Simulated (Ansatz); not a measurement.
# Gate voltage at the highest density: bismuthene bilayer, AB

A layer charged from one gate needs a voltage that grows with the carrier density; the slope is e over the total capacitance.

Set-up. Ansatz 0.2.0, plane waves with PAW datasets (its set soft_2), PBE-D3(BJ); isolated slab, charged sheet 5 Å from the outer atoms behind model barriers, atoms held, Fermi-Dirac smearing of 0.05 eV. The voltage is that of the gate against the layer's Fermi level, from the uncharged case, which has no gap over 0.05 eV.

```tsv
run	added electrons (10¹³ per cm²)	gate voltage (V)
run 1	−1.00	−0.71
run 2	−2.00	−1.40
run 3	−4.00	−2.78
run 4	−7.00	−4.88
run 5	−11.00	?
```

**Question.** What value belongs in the row marked “?”, and how far can the other rows tell?

A least-squares line through the 4 rows shown has slope 0.6950 and intercept −0.0100; no row lies more than 0.01 V off it. The capacitance is 1.602/0.6950 = 2.31 µF/cm², against 1.77 µF/cm² for plates 5 Å apart in vacuum; it is the larger, as where the added charge has its centre outside the outer atoms (not examined here). At −11.00 it gives 0.6950 × (−11.00) + (−0.0100) = −7.65 V, beyond the rows fitted. Rounding and scatter of the rows alone allow about ±0.025 V there.

The run itself gives −7.74 V: a miss of −0.09 V, or 1.2 % of the value. The capacitance falls a little towards the highest density.

**Limits.** The gates are model sheets, not atoms, and low densities sample few k-points. Spin-orbit coupling is left out, which changes the bands of elements this heavy.

[Logs are printed without paths, hosts, clocks, repeated set-up lines and the standing remarks that a program may print on its own settings, such as how far it seeks lower states.]
